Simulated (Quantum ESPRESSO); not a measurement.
**Magnetic state of NiO from several starts**

Aim: find out which collinear order of NiO costs least.

Main program and level: Quantum ESPRESSO 7.5; PBE; plane waves with GBRV 1.5 PBE potentials, no spin-orbit coupling.

## Step 1: The starting structure

Symmetry: Fm-3m, No. 225, cubic system. The conventional cell has a = 4.172 Å, b = 4.172 Å, c = 4.172 Å, α = 90.00°, β = 90.00°, γ = 90.00°. Ni has 6 O at 2.09 Å nearest. Nearest to O lie 6 Ni at 2.09 Å. Farther neighbours and most contacts between anions are not listed.

The cell comes from the Crystallography Open Database.

## Step 2: Start 1: ferro +

The signs are those of the starting moments on the seeded atoms, the atoms that are given a moment.

Contents of pw.in:

```
&CONTROL
  calculation = 'scf'
  prefix = 'pwscf'
  outdir = './tmp'
  pseudo_dir = './pseudo'
  disk_io = 'nowf'
/
&SYSTEM
  ibrav = 0
  celldm(1) = 8
  nat = 2
  ntyp = 2
  ecutwfc = 40
  ecutrho = 280
  nbnd = 20
  occupations = 'smearing'
  smearing = 'fd'
  degauss = 0.00734986
  nspin = 2
  starting_magnetization(1) = 0.1111
  starting_magnetization(2) = 0
/
&ELECTRONS
  conv_thr = 4d-09
  electron_maxstep = 150
  mixing_beta = 0.3
/
ATOMIC_SPECIES
Ni     58.6934 ni_pbe_v1.4.uspp.F.UPF
O      15.9990 o_pbe_v1.2.uspp.F.UPF
CELL_PARAMETERS alat
   0.0000000000000    0.4927228531442    0.4927228531442
   0.4927228531442    0.0000000000000    0.4927228531442
   0.4927228531442    0.4927228531442    0.0000000000000
ATOMIC_POSITIONS crystal
Ni      0.0000000000    0.0000000000    0.0000000000
O       0.5000000000    0.5000000000    0.5000000000
K_POINTS automatic
8 8 8 0 0 0
```

Launch:

```sh
> OMP_NUM_THREADS=1 mpirun -n 4 pw.x -nk 4 -in pw.in > pw.out
```

What it wrote:

```text
Program PWSCF v.7.5 starts

     Message from routine setup:
     using ibrav=0 with symmetry is DISCOURAGED, use correct ibrav instead

     K-points division:     npool     =       4
     Subspace diagonalization in iterative solution of the eigenvalue problem:

     G-vector sticks info
     --------------------
     sticks:   dense  smooth     PW     G-vecs:    dense   smooth      PW
     Sum         595     349    121                 9721     4279     869

     Using Slab Decomposition

     bravais-lattice index     =            0
     lattice parameter (alat)  =       8.0000  a.u.
     unit-cell volume          =     122.4921 (a.u.)^3
     number of atoms/cell      =            2
     number of atomic types    =            2
     number of electrons       =        24.00
     number of Kohn-Sham states=           20
     kinetic-energy cutoff     =      40.0000  Ry
     charge density cutoff     =     280.0000  Ry
     scf convergence threshold =      4.0E-09
     mixing beta               =       0.3000
     number of iterations used =            8  plain     mixing
     Exchange-correlation= SLA  PW   PBE  PBE
                           (   1   4   3   4   0   0   0)

     celldm(1)=   8.000000  celldm(2)=   0.000000  celldm(3)=   0.000000
     celldm(4)=   0.000000  celldm(5)=   0.000000  celldm(6)=   0.000000

     crystal axes: (cart. coord. in units of alat)
               a(1) = (   0.000000   0.492723   0.492723 )
               a(2) = (   0.492723   0.000000   0.492723 )
               a(3) = (   0.492723   0.492723   0.000000 )

     reciprocal axes: (cart. coord. in units 2 pi/alat)
               b(1) = ( -1.014769  1.014769  1.014769 )
               b(2) = (  1.014769 -1.014769  1.014769 )
               b(3) = (  1.014769  1.014769 -1.014769 )

     PseudoPot. # 1 for Ni read from file:
     ni_pbe_v1.4.uspp.F.UPF
     Pseudo is Ultrasoft + core correction, Zval = 18.0
     Generated by new atomic code, or converted to UPF format
     Using radial grid of  865 points,  6 beta functions with:
                l(1) =   0
                l(2) =   0
                l(3) =   1
                l(4) =   1
                l(5) =   2
                l(6) =   2
     Q(r) pseudized with 10 coefficients,  rinner =    0.980   0.980   0.980
                                                       0.980   0.980

     PseudoPot. # 2 for O  read from file:
     o_pbe_v1.2.uspp.F.UPF
     Pseudo is Ultrasoft + core correction, Zval =  6.0
     Generated by new atomic code, or converted to UPF format
     Using radial grid of  737 points,  5 beta functions with:
                l(1) =   0
                l(2) =   0
                l(3) =   1
                l(4) =   1
                l(5) =   2
     Q(r) pseudized with  8 coefficients,  rinner =    0.900   0.900   0.900
                                                       0.900   0.900

     atomic species   valence    mass     pseudopotential
     Ni               18.00    58.69340     Ni( 1.00)
     O                 6.00    15.99900     O ( 1.00)

     Starting magnetic structure
     atomic species   magnetization
     Ni              0.111
     O               0.000

     48 Sym. Ops., with inversion, found

   Cartesian axes

     site n.     atom                  positions (alat units)
         1        Ni     tau(   1) = (   0.0000000   0.0000000   0.0000000  )
         2        O      tau(   2) = (   0.4927229   0.4927229   0.4927229  )

     number of k points=    29  Fermi-Dirac smearing, width (Ry)=  0.0073
                       cart. coord. in units 2pi/alat
        k(    1) = (   0.0000000   0.0000000   0.0000000), wk =   0.0019531
        k(    2) = (   0.1268462   0.1268462  -0.1268462), wk =   0.0156250
        k(    3) = (   0.2536923   0.2536923  -0.2536923), wk =   0.0156250
        k(    4) = (   0.3805385   0.3805385  -0.3805385), wk =   0.0156250
        k(    5) = (  -0.5073846  -0.5073846   0.5073846), wk =   0.0078125
        [... 24 further k-points ...]

     Dense  grid:     9721 G-vectors     FFT dimensions: (  30,  30,  30)

     Smooth grid:     4279 G-vectors     FFT dimensions: (  24,  24,  24)

     Check: negative core charge=   -0.000014
     Generating pointlists ...
     new r_m :   0.2032 (alat units)  1.6260 (a.u.) for type    1
     new r_m :   0.2032 (alat units)  1.6260 (a.u.) for type    2

     Initial potential from superposition of free atoms

     starting charge      22.0000, renormalised to      24.0000
     Starting wfcs are   17 randomized atomic wfcs +    3 random wfcs

     Self-consistent Calculation

     iteration #  1     ecut=    40.00 Ry     beta= 0.30
     Davidson diagonalization with overlap
     ethr =  1.00E-02,  avg # of iterations =  5.9

     total energy              =    -365.56681021 Ry
     estimated scf accuracy    <      32.91105112 Ry

     total magnetization       =     1.30 Bohr mag/cell
     absolute magnetization    =     1.30 Bohr mag/cell

     iteration #  2     ecut=    40.00 Ry     beta= 0.30
     Davidson diagonalization with overlap
     ethr =  1.00E-02,  avg # of iterations =  3.2

     total energy              =    -374.42579559 Ry
     estimated scf accuracy    <      12.69672104 Ry

     total magnetization       =     0.10 Bohr mag/cell
     absolute magnetization    =     0.12 Bohr mag/cell

     iteration #  3     ecut=    40.00 Ry     beta= 0.30
     Davidson diagonalization with overlap
     ethr =  1.00E-02,  avg # of iterations =  2.1

     total energy              =    -375.43701620 Ry
     estimated scf accuracy    <       0.29574485 Ry

     total magnetization       =     0.74 Bohr mag/cell
     absolute magnetization    =     0.74 Bohr mag/cell

     [... further iterations left out ...]

     iteration # 13     ecut=    40.00 Ry     beta= 0.30
     Davidson diagonalization with overlap
     ethr =  8.58E-09,  avg # of iterations =  2.5

     total energy              =    -375.50121104 Ry
     estimated scf accuracy    <       0.00000029 Ry

     total magnetization       =     1.33 Bohr mag/cell
     absolute magnetization    =     1.34 Bohr mag/cell

     iteration # 14     ecut=    40.00 Ry     beta= 0.30
     Davidson diagonalization with overlap
     ethr =  1.21E-09,  avg # of iterations =  1.5

     total energy              =    -375.50121236 Ry
     estimated scf accuracy    <       0.00000028 Ry

     total magnetization       =     1.33 Bohr mag/cell
     absolute magnetization    =     1.34 Bohr mag/cell

     iteration # 15     ecut=    40.00 Ry     beta= 0.30
     Davidson diagonalization with overlap
     ethr =  1.17E-09,  avg # of iterations =  2.0

     total energy              =    -375.50121412 Ry
     estimated scf accuracy    <          9.9E-09 Ry

     total magnetization       =     1.32 Bohr mag/cell
     absolute magnetization    =     1.33 Bohr mag/cell

     iteration # 16     ecut=    40.00 Ry     beta= 0.30
     Davidson diagonalization with overlap
     ethr =  4.14E-11,  avg # of iterations =  2.0

     Magnetic moment per site  (integrated on atomic sphere of radius R)
     atom   1 (R=0.203)  charge= 15.6901  magn=  1.0987
     atom   2 (R=0.203)  charge=  5.6524  magn=  0.1915

     End of self-consistent calculation

     [... lines left out ...]
     the Fermi energy is    14.3541 ev

!    total energy              =    -375.50121500 Ry
     estimated scf accuracy    <          1.7E-09 Ry
     smearing contrib. (-TS)   =      -0.00440436 Ry
     internal energy E=F+TS    =    -375.49681064 Ry

     The total energy is F=E-TS. E is the sum of the following terms:
     one-electron contribution =    -216.47036919 Ry
     hartree contribution      =     123.08001200 Ry
     xc contribution           =     -42.88314594 Ry
     ewald contribution        =    -239.22330751 Ry

     total magnetization       =     1.32 Bohr mag/cell
     absolute magnetization    =     1.33 Bohr mag/cell

     convergence has been achieved in  16 iterations

=------------------------------------------------------------------------------=
   JOB DONE.
=------------------------------------------------------------------------------=
```

Wall time 5.1 s (4 MPI ranks of Arm Neoverse V2, shared host); peak memory 0.24 GiB; 20 s of CPU time.

Spin moment in the atom's sphere by atom:

```csv
atom,spin moment in the atom's sphere (μB)
Ni1,1.10
O2,0.19
```

Read from the output:

```yaml
smearing_term_ts: 0.05992 eV
magnetization: 1.325 μB
absolute_magnetization: 1.334 μB
final_state: ferromagnetic
```

## Step 3: Run 2, typed as antiferro q=(0,1/2,1/2) +−

This order needs a doubled cell of 4 atoms. The wavevector q is in fractions of the reciprocal vectors of the crystal's primitive cell, as the cells of these inputs are built from it; moments change sign between cells as cos(2π q·R).

Contents of pw.in:

```
&CONTROL
  calculation = 'scf'
  prefix = 'pwscf'
  outdir = './tmp'
  pseudo_dir = './pseudo'
  disk_io = 'nowf'
/
&SYSTEM
  ibrav = 0
  celldm(1) = 8
  nat = 4
  ntyp = 3
  ecutwfc = 40
  ecutrho = 280
  nbnd = 33
  occupations = 'smearing'
  smearing = 'fd'
  degauss = 0.00734986
  nspin = 2
  starting_magnetization(1) = 0.1111
  starting_magnetization(2) = -0.1111
  starting_magnetization(3) = 0
/
&ELECTRONS
  conv_thr = 8d-09
  electron_maxstep = 150
  mixing_beta = 0.3
/
ATOMIC_SPECIES
Ni1    58.6934 ni_pbe_v1.4.uspp.F.UPF
Ni2    58.6934 ni_pbe_v1.4.uspp.F.UPF
O      15.9990 o_pbe_v1.2.uspp.F.UPF
CELL_PARAMETERS alat
   0.0000000000000    0.4927228531442    0.4927228531442
   0.9854457062883    0.0000000000000    0.9854457062883
   0.9854457062883    0.4927228531442    0.4927228531442
ATOMIC_POSITIONS crystal
Ni1     0.0000000000    0.0000000000    0.0000000000
Ni2     0.0000000000    0.5000000000    0.0000000000
O       0.5000000000    0.0000000000    0.5000000000
O       0.5000000000    0.5000000000    0.5000000000
K_POINTS automatic
8 4 8 0 0 0
```

What it wrote:

```text
[banner, memory and clock lines left out]
Program PWSCF v.7.5 starts

     Message from routine setup:
     using ibrav=0 with symmetry is DISCOURAGED, use correct ibrav instead

     bravais-lattice index     =            0
     lattice parameter (alat)  =       8.0000  a.u.
     unit-cell volume          =     244.9842 (a.u.)^3
     number of atoms/cell      =            4
     number of atomic types    =            3
     number of electrons       =        48.00
     number of Kohn-Sham states=           33
     kinetic-energy cutoff     =      40.0000  Ry
     charge density cutoff     =     280.0000  Ry
     scf convergence threshold =      8.0E-09
     mixing beta               =       0.3000
     number of iterations used =            8  plain     mixing
     Exchange-correlation= SLA  PW   PBE  PBE
                           (   1   4   3   4   0   0   0)

     celldm(1)=   8.000000  celldm(2)=   0.000000  celldm(3)=   0.000000
     celldm(4)=   0.000000  celldm(5)=   0.000000  celldm(6)=   0.000000

     crystal axes: (cart. coord. in units of alat)
               a(1) = (   0.000000   0.492723   0.492723 )
               a(2) = (   0.985446   0.000000   0.985446 )
               a(3) = (   0.985446   0.492723   0.492723 )

     reciprocal axes: (cart. coord. in units 2 pi/alat)
               b(1) = ( -1.014769  1.014769  1.014769 )
               b(2) = ( -0.000000 -1.014769  1.014769 )
               b(3) = (  1.014769  1.014769 -1.014769 )

     PseudoPot. # 1 for Ni read from file:
     ni_pbe_v1.4.uspp.F.UPF
     Pseudo is Ultrasoft + core correction, Zval = 18.0

     PseudoPot. # 2 for Ni read from file:
     ni_pbe_v1.4.uspp.F.UPF
     Pseudo is Ultrasoft + core correction, Zval = 18.0

     PseudoPot. # 3 for O  read from file:
     o_pbe_v1.2.uspp.F.UPF
     Pseudo is Ultrasoft + core correction, Zval =  6.0

     atomic species   valence    mass     pseudopotential
     Ni1              18.00    58.69340     Ni( 1.00)
     Ni2              18.00    58.69340     Ni( 1.00)
     O                 6.00    15.99900     O ( 1.00)

     Starting magnetic structure
     atomic species   magnetization
     Ni1             0.111
     Ni2            -0.111
     O               0.000

     16 Sym. Ops., with inversion, found

   Cartesian axes

     site n.     atom                  positions (alat units)
         1        Ni1    tau(   1) = (   0.0000000   0.0000000   0.0000000  )
         2        Ni2    tau(   2) = (   0.4927229   0.0000000   0.4927229  )
         3        O      tau(   3) = (   0.4927229   0.4927229   0.4927229  )
         4        O      tau(   4) = (   0.9854457   0.4927229   0.9854457  )

     number of k points=    39  Fermi-Dirac smearing, width (Ry)=  0.0073
                       cart. coord. in units 2pi/alat
        k(    1) = (   0.0000000   0.0000000   0.0000000), wk =   0.0039062
        k(    2) = (   0.1268462   0.1268462  -0.1268462), wk =   0.0312500
        k(    3) = (   0.2536923   0.2536923  -0.2536923), wk =   0.0312500
        k(    4) = (   0.3805385   0.3805385  -0.3805385), wk =   0.0312500
        k(    5) = (  -0.5073846  -0.5073846   0.5073846), wk =   0.0078125
        [... 34 further k-points ...]

     Dense  grid:    19361 G-vectors     FFT dimensions: (  30,  60,  54)

     Smooth grid:     8463 G-vectors     FFT dimensions: (  24,  45,  40)

     Check: negative core charge=   -0.000015
     Generating pointlists ...
     new r_m :   0.2032 (alat units)  1.6260 (a.u.) for type    1
     new r_m :   0.2032 (alat units)  1.6260 (a.u.) for type    2
     new r_m :   0.2032 (alat units)  1.6260 (a.u.) for type    3

     Initial potential from superposition of free atoms

     starting charge      44.0000, renormalised to      48.0000
     Starting wfcs are   34 randomized atomic wfcs

     Self-consistent Calculation

     iteration #  1     ecut=    40.00 Ry     beta= 0.30
     Davidson diagonalization with overlap
     ethr =  1.00E-02,  avg # of iterations =  3.7

     total energy              =    -731.51669933 Ry
     estimated scf accuracy    <      64.94458746 Ry

     total magnetization       =    -0.00 Bohr mag/cell
     absolute magnetization    =     2.33 Bohr mag/cell

     iteration #  2     ecut=    40.00 Ry     beta= 0.30
     Davidson diagonalization with overlap
     ethr =  1.00E-02,  avg # of iterations =  3.0

     total energy              =    -748.82928786 Ry
     estimated scf accuracy    <      25.07673260 Ry

     total magnetization       =     0.00 Bohr mag/cell
     absolute magnetization    =     0.20 Bohr mag/cell

     [... further iterations left out ...]

     iteration # 19     ecut=    40.00 Ry     beta= 0.30
     Davidson diagonalization with overlap
     ethr =  3.13E-10,  avg # of iterations =  2.1

     total energy              =    -750.99980099 Ry
     estimated scf accuracy    <       0.00000002 Ry

     total magnetization       =     0.00 Bohr mag/cell
     absolute magnetization    =     1.68 Bohr mag/cell

     iteration # 20     ecut=    40.00 Ry     beta= 0.30
     Davidson diagonalization with overlap
     ethr =  3.47E-11,  avg # of iterations =  2.0

     Magnetic moment per site  (integrated on atomic sphere of radius R)
     atom   1 (R=0.203)  charge= 15.7054  magn=  0.7605
     atom   2 (R=0.203)  charge= 15.7054  magn= -0.7603
     atom   3 (R=0.203)  charge=  5.6377  magn= -0.0439
     atom   4 (R=0.203)  charge=  5.6377  magn=  0.0439

     End of self-consistent calculation

     [... lines left out ...]
     the Fermi energy is    14.3444 ev

!    total energy              =    -750.99980101 Ry
     estimated scf accuracy    <          3.4E-09 Ry
     smearing contrib. (-TS)   =      -0.00879581 Ry
     internal energy E=F+TS    =    -750.99100520 Ry

     The total energy is F=E-TS. E is the sum of the following terms:
     one-electron contribution =    -433.18212348 Ry
     hartree contribution      =     246.35736452 Ry
     xc contribution           =     -85.71963123 Ry
     ewald contribution        =    -478.44661501 Ry

     total magnetization       =     0.00 Bohr mag/cell
     absolute magnetization    =     1.68 Bohr mag/cell

     convergence has been achieved in  20 iterations
```

It took 33 s on 4 MPI ranks; peak memory 0.38 GiB; 2.2 min of CPU time.

Spin moment in the atom's sphere by atom:

```csv
atom,spin moment in the atom's sphere (μB)
Ni1,0.760
Ni2,-0.760
O3,-0.044
O4,0.044
```

Numbers from this step:

```yaml
smearing_term_ts: 0.1197 eV
magnetization: 0 μB
absolute_magnetization: 1.685 μB
final_state: antiferromagnetic
```

## Step 4: Run 3, typed as antiferro q=(0,0,1/2) +−

The cell is doubled to 4 atoms to hold this order.

pw.in, as its differences from that of step 3:

```diff
@@ -34,10 +34,10 @@
    0.0000000000000    0.4927228531442    0.4927228531442
-   0.9854457062883    0.0000000000000    0.9854457062883
-   0.9854457062883    0.4927228531442    0.4927228531442
+   0.4927228531442    0.0000000000000    0.4927228531442
+   0.9854457062883    0.9854457062883    0.0000000000000
 ATOMIC_POSITIONS crystal
 Ni1     0.0000000000    0.0000000000    0.0000000000
-Ni2     0.0000000000    0.5000000000    0.0000000000
-O       0.5000000000    0.0000000000    0.5000000000
-O       0.5000000000    0.5000000000    0.5000000000
+Ni2     0.0000000000    0.0000000000    0.5000000000
+O       0.5000000000    0.5000000000    0.2500000000
+O       0.5000000000    0.5000000000    0.7500000000
 K_POINTS automatic
-8 4 8 0 0 0
+8 8 4 0 0 0
```

What it wrote:

```text
     [... lines left out ...]
Program PWSCF v.7.5 starts
     [... lines left out ...]
     number of atoms/cell      =            4
     [... lines left out ...]
     number of electrons       =        48.00
     number of Kohn-Sham states=           33
     kinetic-energy cutoff     =      40.0000  Ry
     charge density cutoff     =     280.0000  Ry
     scf convergence threshold =      8.0E-09
     [... lines left out ...]
     12 Sym. Ops., with inversion, found
     [... lines left out ...]
     number of k points=    35  Fermi-Dirac smearing, width (Ry)=  0.0073
     [... lines left out ...]
     iteration # 15     ecut=    40.00 Ry     beta= 0.30
     [... lines left out ...]
     Magnetic moment per site  (integrated on atomic sphere of radius R)
     atom   1 (R=0.203)  charge= 15.6803  magn=  1.3347
     atom   2 (R=0.203)  charge= 15.6803  magn= -1.3347
     atom   3 (R=0.203)  charge=  5.6618  magn= -0.0000
     atom   4 (R=0.203)  charge=  5.6618  magn= -0.0000
     [... lines left out ...]
     the Fermi energy is    14.3899 ev
!    total energy              =    -751.03768208 Ry
     estimated scf accuracy    <          2.1E-10 Ry
     smearing contrib. (-TS)   =      -0.00051350 Ry
     [... lines left out ...]
     total magnetization       =     0.00 Bohr mag/cell
     absolute magnetization    =     2.96 Bohr mag/cell
     convergence has been achieved in  15 iterations
```

The job ended after 17 s (4 MPI ranks; peak memory 0.33 GiB; 66 s of CPU time).

Spin moment in the atom's sphere by atom:

```csv
atom,spin moment in the atom's sphere (μB)
Ni1,1.33
Ni2,-1.33
O3,0.00
O4,0.00
```

Read from the output:

```
smearing term TS       : 0.006987 eV
magnetization          : 0 μB
absolute magnetization : 2.955 μB
final state            : antiferromagnetic
```

(Part 1 of 3 ends here.)

[Logs and program files are shortened in this print: banners, set-up blocks, solver, clock and traceback lines can be left out without a mark of their own.]

[Logs are printed without paths, hosts, clocks, repeated set-up lines and the standing remarks that a program may print on its own settings, such as how far it seeks lower states.]

[Hosts, paths, dates, database ids (printed as entryN), source tags and the programs' standing remarks are cut or masked in the printed files.]

[Where a cell is said to come from a database of computed structures, the database is the Materials Project.]
